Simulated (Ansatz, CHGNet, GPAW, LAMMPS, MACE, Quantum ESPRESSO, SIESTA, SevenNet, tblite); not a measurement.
# 48Ga2O3-52ZnO (mol %) with crystalline order left by the classical run (93 atoms) in GPAW, part 2 of 2

Aim: run 48Ga2O3-52ZnO (mol %) with crystalline order left by the classical run (93 atoms) in GPAW and see how near its forces come to a plane-wave reference, and at what cost.

Program: GPAW 26.7.0; the method stands at each step. Banners, paths, timers and routine set-up lines are dropped from the logs unmarked, and long logs keep their key lines alone; longer cuts are marked.

So far. Step 2 (PBE, LCAO dzp, h 0.18 Å): Forces lie 95 % from the reference's, at 3.7 times its CPU time (on 2 against 4 cores). Step 3 (PBE, LCAO dzp, h 0.18 Å, other mixer settings): Against the first run (95 %), the force difference from the reference is 95 %, at 1.2 times the CPU time: another solver or mixer reaches the same state.

### 4. PBE, LCAO szp(dzp), h 0.18 Å

Method: Kohn-Sham DFT, PBE, PAW, atomic orbitals (szp(dzp)).

run.py

```python
import numpy as np
from ase.io import read
from gpaw import GPAW, FermiDirac

atoms = read("structure.xyz")
atoms.calc = GPAW(
    mode="lcao",
    basis="szp(dzp)",
    h=0.18,
    xc="PBE",
    kpts={"size": (1, 1, 1), "gamma": True},
    occupations=FermiDirac(0.05),
    maxiter=200,
    symmetry={"point_group": False},
    txt="gpaw.txt",
)
energy = atoms.get_potential_energy(force_consistent=True)
forces = atoms.get_forces()
print(f"energy {energy:.6f} eV")
print("forces (eV/A)")
for i, (a, f) in enumerate(zip(atoms, forces)):
    print(f"{i:4d} {a.symbol:2s} {f[0]:10.5f} {f[1]:10.5f} {f[2]:10.5f}")
print(f"Fermi level {atoms.calc.get_fermi_level():.4f} eV")
for k in range(len(atoms.calc.get_ibz_k_points())):
    for s in range(atoms.calc.get_number_of_spins()):
        e = atoms.calc.get_eigenvalues(kpt=k, spin=s)
        n = np.searchsorted(e, atoms.calc.get_fermi_level())
        print(f"k {k} spin {s} levels about the Fermi level:", np.round(e[max(n - 6, 0):n], 4).tolist(), "|", np.round(e[n:n + 6], 4).tolist())
```

structure.xyz

```xyz
93
Lattice="10.06936 0.00000 0.00000 0.00000 10.06936 0.00000 0.00000 0.00000 10.06936" Properties=species:S:1:pos:R:3 pbc="T T T"
[... 93 atom lines left out: the same atoms as in the first run ...]
```

Started as:

```
$ OMP_NUM_THREADS=1 python run.py > output.txt
```

The program printed:

```text
energy -446.239872 eV
forces (eV/A)
   0 Ga   -0.07277   -0.54565   -0.08765
   1 Ga   -0.44404   -0.49398    0.39537
   2 Ga    0.61373    0.31808    0.68674
   3 Ga   -0.40578   -0.85878   -0.27183
   4 Ga    0.09156   -0.30549    0.13530
   5 Ga   -0.36856   -0.42324    0.18105
   6 Ga   -0.34658    0.41548   -1.13791
   7 Ga   -0.85349   -0.30596    0.50294
   8 Ga    0.31768    0.16474   -0.01249
   9 Ga   -0.41833    0.79827    0.61013
  10 Ga    0.06883   -0.31629    0.58078
  11 Ga   -0.41295   -0.49344   -0.23480
  12 Ga   -0.19999    0.98052   -0.23118
  13 Ga    0.29710   -0.09095   -0.80248
  14 Ga    0.22635   -0.33869   -0.01059
  15 Ga   -0.56356   -0.40866   -0.05481
  16 Ga    0.13650    1.05143   -0.46259
  17 Ga    0.55329    0.64148   -0.68894
  18 Ga    0.11473   -0.32400   -0.02855
  19 Ga   -0.53021   -0.03474   -0.03114
  20 Ga    0.08266    0.28201    0.29437
  21 Ga   -0.20068   -0.73322    0.08430
  22 Ga   -0.42535   -0.97133   -0.48531
  23 Ga   -0.63724    0.40936    0.20337
[...]
85 O    -0.20471   -0.77770   -0.77079
  86 O    -0.00710   -0.20932   -0.77364
  87 O     0.25284    0.04075    0.11734
  88 O    -0.45855    0.01570   -0.81267
  89 O     0.12955   -0.12259    0.38155
  90 O    -0.80320   -1.12588    0.32704
  91 O    -0.43255    1.20620   -0.01122
  92 O     0.37778    0.22915   -0.32440
Fermi level 6.1891 eV
k 0 spin 0 levels about the Fermi level: [5.1825, 5.1909, 5.2777, 5.3561, 5.4505, 5.8984] | [6.4797, 8.491, 9.0823, 9.3534, 9.4012, 9.5903]
```

gpaw.txt:

```text
Input parameters:
  mode=LCAO(),
  basis={'default': 'szp(dzp)'},
  h=0.18,
  kpts=MonkhorstPack(size=(1, 1, 1), gamma=True),
  maxiter=200,
  occupations=Occupations(name='fermi-dirac', width=0.05, fixmagmom=False),
  symmetry=Symmetry(point_group=False),
  xc=XC(name='PBE')
Unit cell  # Å
| periodic |         x |         y |         z |   lengths |    angles |
[... lines left out ...]
  Fermi-Dirac:
[... lines left out ...]
convergence criteria:
- Maximum [total energy] change in last 3 cyles: 0.0005 eV / valence electron
[... lines left out ...]
Converged in 13 steps
[... lines left out ...]
  Free energy:    -446.239872
  Extrapolated:   -446.237840
dipole moment: (-38.482137, -56.574797, 122.573386)  # |e|*Ang
Fermi level: 6.189
Eigenvalues  # (at kpt = [0.000, 0.000, 0.000])
| band index |      eig [eV] | occ [0-2] |
|------------|---------------|-----------|
|          0 |       -14.229 |     2.000 |
|        ... |               |           |
|        274 |         5.045 |     2.000 |
|        275 |         5.110 |     2.000 |
[...]
|        289 |         9.940 |     0.000 |
|        ... |               |           |
|        342 |        14.390 |     0.000 |
Gap: 0.581 eV
Transition (v -> c):
  (s=0, k=0, n=281, [0.00, 0.00, 0.00]) -> (s=0, k=0, n=282, [0.00, 0.00, 0.00])
No difference between direct/indirect transitions
Force computation time: 43.871  # s
timing:  # [seconds]
  Total:  283.766  # ━━━━━━━━━━━━━━━━━━━━━━━━━━━━━━━━━━━━━━━━━━━━━━━━━━━━━━━━
  Init:    11.485  # ━━╸
  SCF:    228.363  # ━━━━━━━━━━━━━━━━━━━━━━━━━━━━━━━━━━━━━━━━━━━━━
  Forces:  43.871  # ━━━━━━━━╸
```

Wall time 4.8 min (1 thread of Arm Neoverse V2, shared host); peak memory 1.9 GiB.

Numbers from this run, and their distance from the reference:

- r.m.s. force component: 0.5057 eV/Å
- r.m.s. difference of force components: 394.8 meV/Å
- longest difference of force vectors: 1619 meV/Å
- force difference over r.m.s. force: 108.6 %
- slope of forces against the reference's: 0.8778
- correlation of force components: 0.631
- gap (highest filled to lowest empty level): 0.5813 eV
- gap difference: -0.2519 eV

This is a coarse setting, run to see what it loses.

Against the first run (95 %), the force difference from the reference is 109 %, at 0.80 times the CPU time (on 1 against 2 cores), with 879 basis functions against 1321: the smaller basis costs accuracy.

### 5. Side by side

Differences are against the plane-wave reference, forces as r.m.s. over components; share is that over the reference's r.m.s. force, slope the least-squares factor from reference forces to these. Total energies of different programs have different zeros and aren't compared.

```
                                               run  Δ force, r.m.s. (meV/Å)  share (%)  slope  Δ gap (eV)  cores  CPU time  memory (GiB)
                                         reference                        -          -      -           -      4      96 s           1.7
                      GPAW PBE, LCAO dzp, h 0.18 Å                      347       95.4  0.856      -0.103      2   5.9 min           2.3
GPAW PBE, LCAO dzp, h 0.18 Å, other mixer settings                      347       95.4  0.857      -0.104      2     7 min           2.3
        GPAW PBE, LCAO szp(dzp), h 0.18 Å (coarse)                      395        109  0.878      -0.252      1   4.8 min           1.9
```

Rows marked coarse were listed beforehand as settings not expected to be converged; some can still land near the reference.

CPU time is summed over cores on a shared host, where runs went side by side, so it is rough. Symmetry, cutoffs, thresholds, outputs and thread counts weren't matched or tuned between programs; memory under MPI is the largest rank's times the ranks.

Within one program, basis, potentials and functional, energies share a zero. Each run against its twin at the usual cutoff or grid and solver:

```
                                               run                twin  Δ energy (meV/atom)  Δ force, r.m.s. (meV/Å)  CPU time over the twin's
GPAW PBE, LCAO dzp, h 0.18 Å, other mixer settings  LCAO dzp, h 0.18 Å                    0                     1.06                       1.2
```

### 6. Summary of results

| Quantity | Value |
| --- | --- |
| nearest in forces | a tie at 95 % of 2 runs: GPAW PBE, LCAO dzp, h 0.18 Å; GPAW PBE, LCAO dzp, h 0.18 Å, other mixer settings |

The PBE runs in local orbitals, coarse settings apart, differ by 95 % in each run; basis, grid and potentials can all enter, and differences of this size make the forces unusable. Runs with settings chosen to be coarse differ by 109 % (GPAW PBE, LCAO szp(dzp), h 0.18 Å), their programs' other errors included. None of the electronic-structure runs in the table takes under half the reference's CPU time of 96 s; they take 3.0 to 4.4 times as much. At the same functional, gaps differ from the reference's 0.833 eV by between -0.25 and -0.10 eV. The potentials hold different valence shells: 824 electrons in the reference, 564 in GPAW; this bears on time and differences. GPAW's setups keep the filled d shell of Ga in the core. GPAW's Ga setup keeps the 3d shell in the core. The quench rate of 20 K/ps is many orders above laboratory rates, so the cell is likely richer in defects and strain than a real sample. The network of bonds at the start is that of the classical potential that made the cell, and needn't be the one that DFT or experiment would give. The reference's stress is far from hydrostatic: its diagonal is 1.4, 8.9, 2.1 GPa, compression counted positive. The reference's pressure of 4.1 GPa belongs to a cell and atoms that aren't relaxed at this level. The electronic-structure runs sample only Γ, in a cell whose shortest periodic width is 10 Å.

[Also dropped from logs without a mark: logging warnings of Python, and SIESTA's first energy breakdown and zero terms.]

[Logs are printed without paths, hosts, clocks, repeated set-up lines and the standing remarks that a program may print on its own settings, such as how far it seeks lower states.]

[Hosts, paths, dates, database ids (printed as entryN), source tags and the programs' standing remarks are cut or masked in the printed files.]
